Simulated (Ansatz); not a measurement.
# Meshes and cutoff for the phonons of NaI (Fm-3m), part 2 of 4

How do the frequencies of NaI (Fm-3m) move with q mesh, k mesh and cutoff?

Ansatz 0.2.0; DFT PBE, scalar-relativistic, plane waves, PAW.

So far, highest frequency on the path or at a solved wavevector (cm⁻¹): step 3 (the dispersion) 164; step 4 (q mesh 2×2×2) 164. The relaxed cell has a = 6.528 Å (conventional setting).

### Step 6. Another q mesh, k-mesh 12×12×12, q mesh 6×6×6

The q mesh is changed to 6×6×6, to see how far the force constants must reach; the k mesh is 12×12×12, against 8×8×8 in the base run, so that the q mesh divides it.

input.yaml reads:

```yaml
crystal:
  lattice:
    - [0.0, 3.2640968181, 3.2640968181]
    - [3.2640968181, 0.0, 3.2640968181]
    - [3.2640968181, 3.2640968181, 0.0]
  atoms:
    - { symbol: Na, position: [0.0, 0.0, 0.0] }
    - { symbol: I, position: [0.5, 0.5, 0.5] }
kpoints:
  mp_grid: { grid: [12, 12, 12] }
hamiltonian:
  xc: pbe
scf:
  occupations: { method: fixed }
output:
  eigenvalues: true
phonons:
  method: dfpt
  qmesh: [6, 6, 6]
  temperatures: { t_max: 1000, t_step: 50 }
  qpath:
    path:
      - [[0.0, 0.0, 0.0], [0.5, 0.0, 0.5], [0.625, 0.25, 0.625]]
      - [[0.375, 0.375, 0.75], [0.0, 0.0, 0.0], [0.5, 0.5, 0.5], [0.5, 0.25, 0.75], [0.5, 0.0, 0.5]]
    npoints: 10
  non_analytic_term:
    high_frequency_dielectric_tensor: [[3.331, 0.0, 0.0], [0.0, 3.331, 0.0], [0.0, 0.0, 3.331]]
    born_effective_charges:
      - { species: Na, tensor: [[1.2097, 0.0, 0.0], [0.0, 1.2097, 0.0], [0.0, 0.0, 1.2097]] }
      - { species: I, tensor: [[-1.2097, 0.0, 0.0], [0.0, -1.2097, 0.0], [0.0, 0.0, -1.2097]] }
    source: "zone-centre run at this cell"
```

The run is started by

```console
$ ansatz run input.yaml --threads 4 --pin off --max-ram 7168MiB --backend cpu --events-out ev --progress --plain --runs-dir out
```

Numbers of over 12 decimals in the logs are rounded to 6 here.

The program printed:

```text
[...]
Crystal: 2 atoms, lattice volume = 69.554 Å³
Basis set: ecut = 420 eV, 1363 PW (Γ), exchange–correlation on 64×64×64 points (8 copies of the dense FFT grid, shifted against one another)
Bands: 17, of which v1, the nominal top of the filled ones, is band 13 counted from 1 (12 counted from 0)
Symmetry: 48 space group operations
k-points: 72 of 1728
[...]
k-point 71: bands = [... 9 lower, -7.7820, 1.4616, 1.4616, 1.9155, 8.5732, 10.2673, 10.2673, 10.6621]
[...]
ASR residual: 1.127e-4 → 0.000e0 eV/Å²; symmetrization residual: 7.800e-7 eV/Å²
  ASR residual per site (eV/Å²): 2.62e-5 1.13e-4
  Γ frequencies (cm⁻¹): 0.00 0.00 0.00 103.31 103.31 103.31
--- Phonons (arbitrary-q DFPT): 16 irreducible q on the 6×6×6 mesh ---
[...]
interpolated dispersion: 63 rows × 6 modes
[...]
[key lines of the parts left out:]
SCF converged after 12 iterations
Free energy (F): -9001.884986 eV
Fermi energy:    2.802694 eV
```

The job ended after 17 min (4 threads of Arm Neoverse V2, shared host; peak memory 4.1 GiB; 66 min of CPU time).

Frequencies (cm⁻¹) solved at each irreducible wavevector; negative means imaginary. Frequencies by wavevector, by row:

| q in reciprocal lattice units | star | mode 1 | mode 2 | mode 3 | mode 4 | mode 5 | mode 6 |
| --- | --- | --- | --- | --- | --- | --- | --- |
| 0 0 0 | 1 | 0 | 0 | 0 | 103.3 | 103.3 | 103.3 |
| 0 0 0.1667 | 8 | 23 | 23 | 37 | 103.1 | 103.1 | 163.4 |
| 0 0 0.3333 | 8 | 39.9 | 39.9 | 64.3 | 102.7 | 102.7 | 163.7 |
| 0 0 -0.5 | 4 | 46.1 | 46.1 | 74.3 | 102.5 | 102.5 | 164 |
| 0 0.1667 0.1667 | 6 | 21.9 | 21.9 | 45.6 | 104.6 | 104.6 | 149.1 |
| 0 0.1667 0.3333 | 24 | 34.6 | 40.1 | 61.3 | 104.2 | 104.8 | 145 |
| 0 0.1667 -0.5 | 24 | 45.1 | 52.8 | 67.8 | 103.3 | 105.5 | 146.7 |
| 0 0.1667 -0.3333 | 24 | 46.3 | 46.4 | 68.5 | 101.8 | 106.7 | 149.2 |
| 0 0.1667 -0.1667 | 12 | 32 | 36.7 | 55.2 | 101.8 | 106 | 155.1 |
| 0 0.3333 0.3333 | 6 | 35 | 35 | 68.8 | 106.4 | 106.4 | 120.3 |
| 0 0.3333 -0.5 | 24 | 41.4 | 49.4 | 62 | 105.6 | 109.4 | 119.1 |
| 0 0.3333 -0.3333 | 12 | 47.4 | 53.5 | 65.7 | 103 | 110.7 | 128.7 |
| 0 -0.5 -0.5 | 3 | 38.8 | 38.8 | 60.1 | 107 | 107 | 112.8 |
| 0.1667 0.3333 -0.5 | 24 | 43.3 | 48.4 | 65.3 | 104.4 | 108.1 | 132.5 |
| 0.1667 0.3333 -0.3333 | 24 | 49.5 | 54.3 | 62.7 | 105.5 | 109 | 128.5 |
| 0.1667 -0.5 -0.3333 | 12 | 46.8 | 53.9 | 56.8 | 108.8 | 111.7 | 114.2 |

The mean frequency is 83.1 cm⁻¹, +0.0 cm⁻¹ against the base run, whose k mesh differs too.

### Step 7. Comparing the runs

Times are for 4 threads of Arm Neoverse V2, shared host. Results by setting:

| no. | q mesh | k-mesh | mean frequency (cm⁻¹) | zero-point energy per atom (meV) | lowest frequency on the path (cm⁻¹) | time | memory (GiB) |
| --- | --- | --- | --- | --- | --- | --- | --- |
| 1 | 2×2×2 | 8×8×8 | 83.6 | 15.54 | 0 | 18 s | 0.72 |
| 2 | 3×3×3 | 9×9×9 | 83.1 | 15.45 | 0 | 62 s | 1.2 |
| 3 | 6×6×6 | 12×12×12 | 83.1 | 15.46 | 0 | 17 min | 4.1 |

The phonon density of states has structure finer than the step of the table below, so its rows give means over 5 cm⁻¹, whole bins alone (the curve runs from 1 to 165 cm⁻¹). Peaks (cm⁻¹: height): 2×2×2, 8×8×8 45.0: 0.167, 65.0: 0.108, 101.0: 0.127; 3×3×3, 9×9×9 47.0: 0.174, 67.0: 0.105, 103.0: 0.229; 6×6×6, 12×12×12 47.0: 0.154, 65.0: 0.107, 103.0: 0.287.

The runs together. Phonon density of states against wavenumber; means over each step; values in 1/cm⁻¹/cell:

| wavenumber (cm⁻¹) | 2×2×2, 8×8×8 | 3×3×3, 9×9×9 | 6×6×6, 12×12×12 |
| --- | --- | --- | --- |
| 5 | 2.4e-4 | 4.8e-4 | 2.9e-4 |
| 10 | 0.00126 | 0.00211 | 0.00147 |
| 15 | 0.00321 | 0.00486 | 0.00362 |
| 20 | 0.00655 | 0.00873 | 0.00696 |
| 25 | 0.0120 | 0.0142 | 0.0122 |
| 30 | 0.0214 | 0.0222 | 0.0209 |
| 35 | 0.0414 | 0.0355 | 0.0375 |
| 40 | 0.0899 | 0.0651 | 0.0714 |
| 45 | 0.137 | 0.124 | 0.117 |
| 50 | 0.0878 | 0.100 | 0.0957 |
| 55 | 0.0308 | 0.0524 | 0.0609 |
| 60 | 0.0516 | 0.0423 | 0.0526 |
| 65 | 0.0829 | 0.0764 | 0.0846 |
| 70 | 0.0308 | 0.0462 | 0.0320 |
| 75 | 0.00329 | 0.00555 | 0.00268 |
| 80 | 0 | 0 | 0 |
| 85 | 0 | 0 | 0 |
| 90 | 0 | 0 | 0 |
| 95 | 0.0200 | 0.00253 | 0 |
| 100 | 0.0949 | 0.0958 | 0.0516 |
| 105 | 0.107 | 0.205 | 0.245 |
| 110 | 0.104 | 0.101 | 0.103 |
| 115 | 0.0763 | 0.0170 | 0.0175 |
| 120 | 0.0225 | 0.0150 | 0.0198 |
| 125 | 0.0163 | 0.0159 | 0.0206 |
| 130 | 0.0175 | 0.0167 | 0.0204 |
| 135 | 0.0188 | 0.0175 | 0.0201 |
| 140 | 0.0200 | 0.0184 | 0.0199 |
| 145 | 0.0216 | 0.0196 | 0.0197 |
| 150 | 0.0233 | 0.0211 | 0.0198 |
| 155 | 0.0254 | 0.0233 | 0.0200 |
| 160 | 0.0266 | 0.0251 | 0.0196 |

The runs together, line C_V. The C_V by temperature; values in J/mol-atom/K:

| temperature (K) | 2×2×2, 8×8×8 | 3×3×3, 9×9×9 | 6×6×6, 12×12×12 |
| --- | --- | --- | --- |
| 0 | 0 | 0 | 0 |
| 50 | 15.8 | 15.8 | 15.8 |
| 100 | 21.8 | 21.8 | 21.8 |
| 150 | 23.4 | 23.5 | 23.5 |
| 200 | 24.1 | 24.1 | 24.1 |
| 250 | 24.4 | 24.4 | 24.4 |
| 300 | 24.5 | 24.6 | 24.6 |
| 350 | 24.6 | 24.7 | 24.7 |
| 400 | 24.7 | 24.7 | 24.7 |
| 450 | 24.8 | 24.8 | 24.8 |
| 500 | 24.8 | 24.8 | 24.8 |
| 550 | 24.8 | 24.8 | 24.8 |
| 600 | 24.8 | 24.8 | 24.8 |
| 650 | 24.9 | 24.9 | 24.9 |
| 700 | 24.9 | 24.9 | 24.9 |
| 750 | 24.9 | 24.9 | 24.9 |
| 800 | 24.9 | 24.9 | 24.9 |
| 850 | 24.9 | 24.9 | 24.9 |
| 900 | 24.9 | 24.9 | 24.9 |
| 950 | 24.9 | 24.9 | 24.9 |
| 1000 | 24.9 | 24.9 | 24.9 |

### Step 8. Another k mesh, k-mesh 2×2×2, q mesh 2×2×2

The k mesh is changed to 2×2×2 on a small fixed q mesh, to find the coarsest that serves.

input.yaml, the sections that differ from step 6:

```yaml
kpoints:
  mp_grid: { grid: [2, 2, 2] }
phonons:
  method: dfpt
  dielectric: true
  rigid_motions: translations
  qmesh: [2, 2, 2]
  temperatures: { t_max: 1000, t_step: 50 }
  qpath:
    path:
      - [[0.0, 0.0, 0.0], [0.5, 0.0, 0.5], [0.625, 0.25, 0.625]]
      - [[0.375, 0.375, 0.75], [0.0, 0.0, 0.0], [0.5, 0.5, 0.5], [0.5, 0.25, 0.75], [0.5, 0.0, 0.5]]
    npoints: 10
# crystal, hamiltonian, scf, output: as in step 6
```

The program printed:

```text
[...]
Crystal: 2 atoms, lattice volume = 69.554 Å³
Basis set: ecut = 420 eV, 1363 PW (Γ), exchange–correlation on 64×64×64 points (8 copies of the dense FFT grid, shifted against one another)
Bands: 17, of which v1, the nominal top of the filled ones, is band 13 counted from 1 (12 counted from 0)
Symmetry: 48 space group operations
k-points: 4 of 8 (irreducible under 8 space group operations)
[...]
SCF iter   1: F=—  HF=-9001.498131 eV  |F-HF|=—  |Δ(HF+E_count)|=         —  Δρ=4.08e-3  dr2=3.14e-2  ethr=1.77e-3  ⟨swp⟩=5.0  Hψ=300  notcnv=0  defer=5
[...]
SCF iter   8: F=-9001.490540 eV  HF=-9001.490540 eV  |F-HF|=1.82e-12  |Δ(HF+E_count)|=  1.06e-10  Δρ=6.58e-8  dr2=6.38e-12  ethr=1.00e-12  ⟨swp⟩=8.8  Hψ=403  notcnv=0
SCF 1 converged in 8 iterations: F = -9001.490540 eV  dr2 = 6.38e-12
[...]
DFPT response loops at Γ: preconditioner auto → none (the input reference at scf.mixing.eps_inf says where Resta's filter doesn't serve); β = 0.50; Broyden in place of MSR1
── the response to a field inside a basis, on 4×4×4 k-points: an SCF that follows is theirs, and a resumed run solves both again ──
Bands: 14, of which v1, the nominal top of the filled ones, is band 13 counted from 1 (12 counted from 0)
k-points: 10 of 64 (irreducible under 12 space group operations)
[...]
Eigensolver: Dense (10 Hₖ)
SCF iter   1: F=—  HF=-9001.890637 eV  |F-HF|=—  |Δ(HF+E_count)|=         —  Δρ=4.10e-3  dr2=3.15e-2  ethr=1.00e-1
[...]
SCF iter   5: F=-9001.883029 eV  HF=-9001.883029 eV  |F-HF|=2.89e-8  |Δ(HF+E_count)|=   7.79e-6  Δρ=8.41e-6  dr2=2.47e-8  ethr=1.66e-8
SCF 1 converged in 5 iterations: F = -9001.883029 eV  dr2 = 2.47e-8
[...]
WARN: field response: ε∞ stands inside a basis, on 4×4×4 points; the force constants stand on the 2×2×2 k-mesh, whose period is 8.77 times the interband length at k = (0.0000, 0.0000, 0.0000), direct gap 3.509 eV, under 14: take them and everything formed from them as unconverged, and compare with a denser kpoints.mp_grid
[...]
SCF converged after 8 iterations
Free energy (F): -9001.490540 eV
[...]
Internal energy: -9001.490540 eV  (E = F + TS)
E sigma→0 (E₀):  -9001.490540 eV
Fermi energy:    2.972990 eV
[...]
--- Band table (eV) ---
  k-point 0: bands = [... 9 lower, -7.9365, 2.9730, 2.9730, 2.9730, 6.4818, 10.8465, 10.8465, 10.8465]
  k-point 1: bands = [... 9 lower, -7.6396, 0.8451, 2.7031, 2.7031, 8.0008, 10.3107, 10.3107, 11.4351]
  k-point 2: bands = [... 9 lower, -7.5653, 1.1239, 2.2486, 2.2486, 7.3254, 8.5171, 12.6836, 14.0392]
  k-point 3: bands = [... 9 lower, -7.5653, 1.1239, 2.2486, 2.2486, 7.3254, 8.5171, 12.6836, 14.0392]
--- Phonons (Γ-DFPT): 2 representative perturbations + reference, on 4 of 8 k-points (Σ response iterations 6) ---
  k mesh reduced under 8 symmetry operations, with k and −k counted as one. Each operation leaves every solved perturbation unchanged. A smaller set is not considered because the run solves the response to a homogeneous field
  ASR residual: 1.662e-5 → 0.000e0 eV/Å²; symmetrization residual: 3.068e-6 eV/Å²
  ASR residual per site (eV/Å²): 1.66e-5 5.46e-6
  Γ frequencies (cm⁻¹): 0.00 0.00 0.00 94.74 94.74 94.74
  ε∞ (high-frequency dielectric tensor):
        3.330472     0.000000    -0.000000
        0.000000     3.330472    -0.000000
       -0.000000    -0.000000     3.330472
  ε⁰ (static dielectric tensor: ions relaxed, cell fixed):
        9.254195    -0.000000     0.000000
       -0.000000     9.254195     0.000000
        0.000000     0.000000     9.254195
  ε⁰ − ε∞ (ionic part):
        5.923723    -0.000000     0.000000
       -0.000000     5.923723     0.000000
        0.000000     0.000000     5.923723
  softest optical mode at Γ: 94.74 cm⁻¹; the repairs (sum rule, projections) moved no ω² at Γ by more than (0.64 cm⁻¹)²
  Born effective charges Z* (e; rows j = field, columns β = displacement):
    site 0:
         1.20948   -0.00000   -0.00000
         0.00000    1.20948    0.00000
         0.00000    0.00000    1.20948
    site 1:
        -1.20948    0.00000    0.00000
        -0.00000   -1.20948   -0.00000
        -0.00000   -0.00000   -1.20948
  Z* charge neutrality: 2.619e-4 e pre-enforcement
  solved inside a basis spanned on kpoints, on 4×4×4 k-points, its susceptibility summed on 8×8×8: ε∞ is read to err by 7.2e-3, Z* by 1.8e-2 e (field_mesh: kpoints solves on kpoints); Z* is corrected for what the basis lacks
  optical modes at Γ without the LO–TO term, one row a degenerate level:
      ω (cm⁻¹)  modes    IR ((D/Å)²/amu)
         94.74      3             5.2018
  optical modes at Γ + LO–TO along q̂ = [1.0000, 0.0000, 0.0000]:
      ω (cm⁻¹)  modes    IR ((D/Å)²/amu)
         94.74      2             3.4679
        157.93      1             1.7339
  optical modes at Γ + LO–TO along q̂ = [0.0000, 1.0000, 0.0000]:
      ω (cm⁻¹)  modes    IR ((D/Å)²/amu)
         94.74      2             3.4679
        157.93      1             1.7339
  optical modes at Γ + LO–TO along q̂ = [0.0000, 0.0000, 1.0000]:
      ω (cm⁻¹)  modes    IR ((D/Å)²/amu)
         94.74      2             3.4679
        157.93      1             1.7339
--- Phonons (arbitrary-q DFPT): 3 irreducible q on the 2×2×2 mesh ---
[...]
interpolated dispersion: 63 rows × 6 modes
[...]
zero-point energy: 0.026079 eV/cell   skipped modes (ω ≤ 0): 42, of them read as no rigid motion or as one in doubt: 39 (2.607e-1 modes/cell left out, lowest -11.62 cm⁻¹)   left out of the sums: 4.36e-2 of the cell's modes: C_V's classical limit lies that fraction below 3 k_B per atom; for a crystal, a wire or a layer, F and S can be off by more, and a phonons.interpolated_qmesh denser along its periods is the remedy for the sampling
```

Run time: 6.3 s. Hardware: 4 threads; peak memory 0.63 GiB; 21 s of CPU time.

The run finished; it serves as a test, and its numbers are not taken as the result.

### Step 9. Another k mesh, k-mesh 4×4×4, q mesh 2×2×2

The k mesh is changed to 4×4×4 on a small fixed q mesh, to find the coarsest that serves.

Changes to input.yaml since step 8:

```diff
@@ -9,3 +9,3 @@
 kpoints:
-  mp_grid: { grid: [2, 2, 2] }
+  mp_grid: { grid: [4, 4, 4] }
 hamiltonian:
```

The program printed:

```text
[...]
Crystal: 2 atoms, lattice volume = 69.554 Å³
Basis set: ecut = 420 eV, 1363 PW (Γ), exchange–correlation on 64×64×64 points (8 copies of the dense FFT grid, shifted against one another)
Bands: 17, of which v1, the nominal top of the filled ones, is band 13 counted from 1 (12 counted from 0)
Symmetry: 48 space group operations
k-points: 13 of 64 (irreducible under 8 space group operations, time reversal used)
[...]
SCF iter   1: F=—  HF=-9001.880043 eV  |F-HF|=—  |Δ(HF+E_count)|=         —  Δρ=6.00e-4  dr2=5.91e-4  ethr=1.77e-3  ⟨swp⟩=5.2  Hψ=982  notcnv=0  defer=21
[...]
SCF iter  10: F=-9001.879868 eV  HF=-9001.879868 eV  |F-HF|=5.46e-12  |Δ(HF+E_count)|=   1.17e-9  Δρ=6.42e-8  dr2=1.39e-12  ethr=1.00e-12  ⟨swp⟩=8.0  Hψ=1524  notcnv=0
SCF 1 converged in 10 iterations: F = -9001.879868 eV  dr2 = 1.39e-12
[...]
Bands: 14, of which v1, the nominal top of the filled ones, is band 13 counted from 1 (12 counted from 0)
k-points: 10 of 64 (irreducible under 12 space group operations)
[...]
Eigensolver: Dense (10 Hₖ)
SCF iter   1: F=—  HF=-9001.883362 eV  |F-HF|=—  |Δ(HF+E_count)|=         —  Δρ=1.51e-4  dr2=2.62e-5  ethr=1.00e-1
[...]
SCF iter   4: F=-9001.883358 eV  HF=-9001.883358 eV  |F-HF|=3.79e-9  |Δ(HF+E_count)|=   2.99e-7  Δρ=2.36e-6  dr2=2.26e-9  ethr=9.22e-10
SCF 1 converged in 4 iterations: F = -9001.883358 eV  dr2 = 2.26e-9
[...]
SCF converged after 10 iterations
Free energy (F): -9001.879868 eV
[...]
Internal energy: -9001.879868 eV  (E = F + TS)
E sigma→0 (E₀):  -9001.879868 eV
Fermi energy:    2.807371 eV
[...]
--- Band table (eV; the first three rows and the last of 13) ---
  k-point 0: bands = [... 9 lower, -8.1443, 2.8074, 2.8074, 2.8074, 6.3830, 10.7638, 10.7638, 10.7638]
  k-point 1: bands = [... 9 lower, -8.0052, 1.5705, 2.6689, 2.6689, 7.6709, 10.2688, 10.7744, 10.7744]
  k-point 2: bands = [... 9 lower, -7.8553, 0.7180, 2.5418, 2.5418, 7.8972, 10.2477, 10.2477, 11.3509]
  k-point 12: bands = [... 9 lower, -7.7759, 1.4656, 1.4656, 1.9195, 8.5747, 10.2707, 10.2707, 10.6640]
[...]
ASR residual: 9.840e-5 → 0.000e0 eV/Å²; symmetrization residual: 1.340e-6 eV/Å²
  ASR residual per site (eV/Å²): 8.27e-5 9.84e-5
  Γ frequencies (cm⁻¹): 0.00 0.00 0.00 103.09 103.09 103.09
  ε∞ (high-frequency dielectric tensor):
        3.330841    -0.000000    -0.000000
       -0.000000     3.330841    -0.000000
       -0.000000    -0.000000     3.330841
  ε⁰ (static dielectric tensor: ions relaxed, cell fixed):
        8.335388    -0.000000    -0.000000
       -0.000000     8.335388     0.000000
       -0.000000     0.000000     8.335388
  ε⁰ − ε∞ (ionic part):
        5.004547    -0.000000    -0.000000
       -0.000000     5.004547     0.000000
       -0.000000     0.000000     5.004547
[...]
Born effective charges Z* (e; rows j = field, columns β = displacement):
    site 0:
         1.20967    0.00000   -0.00000
        -0.00000    1.20967    0.00000
        -0.00000    0.00000    1.20967
    site 1:
        -1.20967   -0.00000    0.00000
         0.00000   -1.20967   -0.00000
         0.00000   -0.00000   -1.20967
  Z* charge neutrality: 7.378e-5 e pre-enforcement
[...]
optical modes at Γ without the LO–TO term, one row a degenerate level:
      ω (cm⁻¹)  modes    IR ((D/Å)²/amu)
        103.09      3             5.2034
  optical modes at Γ + LO–TO along q̂ = [1.0000, 0.0000, 0.0000]:
      ω (cm⁻¹)  modes    IR ((D/Å)²/amu)
        103.09      2             3.4689
        163.08      1             1.7345
  optical modes at Γ + LO–TO along q̂ = [0.0000, 1.0000, 0.0000]:
      ω (cm⁻¹)  modes    IR ((D/Å)²/amu)
        103.09      2             3.4689
        163.08      1             1.7345
  optical modes at Γ + LO–TO along q̂ = [0.0000, 0.0000, 1.0000]:
      ω (cm⁻¹)  modes    IR ((D/Å)²/amu)
        103.09      2             3.4689
        163.08      1             1.7345
--- Phonons (arbitrary-q DFPT): 3 irreducible q on the 2×2×2 mesh ---
[...]
interpolated dispersion: 63 rows × 6 modes
[...]
```

It took 9.3 s on 4 threads; peak memory 0.51 GiB; 33 s of CPU time.

The run finished; it serves as a test, and its numbers are not taken as the result.

### Step 10. Another k mesh, k-mesh 6×6×6, q mesh 2×2×2

The k mesh is changed to 6×6×6 on a small fixed q mesh, to find the coarsest that serves.

Changes to input.yaml since step 9:

```diff
@@ -9,3 +9,3 @@
 kpoints:
-  mp_grid: { grid: [4, 4, 4] }
+  mp_grid: { grid: [6, 6, 6] }
 hamiltonian:
```

The program printed:

```text
[...]
Crystal: 2 atoms, lattice volume = 69.554 Å³
Basis set: ecut = 420 eV, 1363 PW (Γ), exchange–correlation on 64×64×64 points (8 copies of the dense FFT grid, shifted against one another)
Bands: 17, of which v1, the nominal top of the filled ones, is band 13 counted from 1 (12 counted from 0)
Symmetry: 48 space group operations
k-points: 30 of 216 (irreducible under 8 space group operations, time reversal used)
[...]
optical modes at Γ + LO–TO along q̂ = [0.0000, 1.0000, 0.0000]:
      ω (cm⁻¹)  modes    IR ((D/Å)²/amu)
        103.31      2             3.4693
        163.22      1             1.7346
  optical modes at Γ + LO–TO along q̂ = [0.0000, 0.0000, 1.0000]:
      ω (cm⁻¹)  modes    IR ((D/Å)²/amu)
        103.31      2             3.4693
        163.22      1             1.7346
--- Phonons (arbitrary-q DFPT): 3 irreducible q on the 2×2×2 mesh ---
[...]
interpolated dispersion: 63 rows × 6 modes
[...]
[key lines of the parts left out:]
SCF converged after 11 iterations
Free energy (F): -9001.884872 eV
Fermi energy:    2.802867 eV
```

Elapsed: 16 s, on 4 threads; peak memory 0.56 GiB; 60 s of CPU time.

The highest optical mode at the zone centre (no LO-TO term) is 103.3 cm⁻¹, +0.0 cm⁻¹ against the base run.

### Step 11. Another k mesh, q mesh 2×2×2

The k mesh is changed to 8×8×8 on a small fixed q mesh, to find the coarsest that serves.

Changes to input.yaml since step 10:

```diff
@@ -9,3 +9,3 @@
 kpoints:
-  mp_grid: { grid: [6, 6, 6] }
+  mp_grid: { grid: [8, 8, 8] }
 hamiltonian:
```

The program printed:

```text
[...]
Crystal: 2 atoms, lattice volume = 69.554 Å³
Basis set: ecut = 420 eV, 1363 PW (Γ), exchange–correlation on 64×64×64 points (8 copies of the dense FFT grid, shifted against one another)
Bands: 17, of which v1, the nominal top of the filled ones, is band 13 counted from 1 (12 counted from 0)
Symmetry: 48 space group operations
k-points: 59 of 512 (irreducible under 8 space group operations, time reversal used)
[...]
optical modes at Γ + LO–TO along q̂ = [0.0000, 1.0000, 0.0000]:
      ω (cm⁻¹)  modes    IR ((D/Å)²/amu)
        103.31      2             3.4690
        163.22      1             1.7345
  optical modes at Γ + LO–TO along q̂ = [0.0000, 0.0000, 1.0000]:
      ω (cm⁻¹)  modes    IR ((D/Å)²/amu)
        103.31      2             3.4690
        163.22      1             1.7345
--- Phonons (arbitrary-q DFPT): 3 irreducible q on the 2×2×2 mesh ---
[...]
interpolated dispersion: 63 rows × 6 modes
[...]
[key lines of the parts left out:]
SCF converged after 10 iterations
Free energy (F): -9001.884980 eV
Fermi energy:    2.802693 eV
```

Run time: 29 s. Hardware: 4 threads; peak memory 0.74 GiB.

The highest optical mode at the zone centre (no LO-TO term) is 103.3 cm⁻¹, +0.0 cm⁻¹ against the base run.

[end of part 2 of 4]

[Logs are printed without paths, hosts, clocks, repeated set-up lines and the standing remarks that a program may print on its own settings, such as how far it seeks lower states.]

[Hosts, paths, dates, database ids (printed as entryN), source tags and the programs' standing remarks are cut or masked in the printed files.]
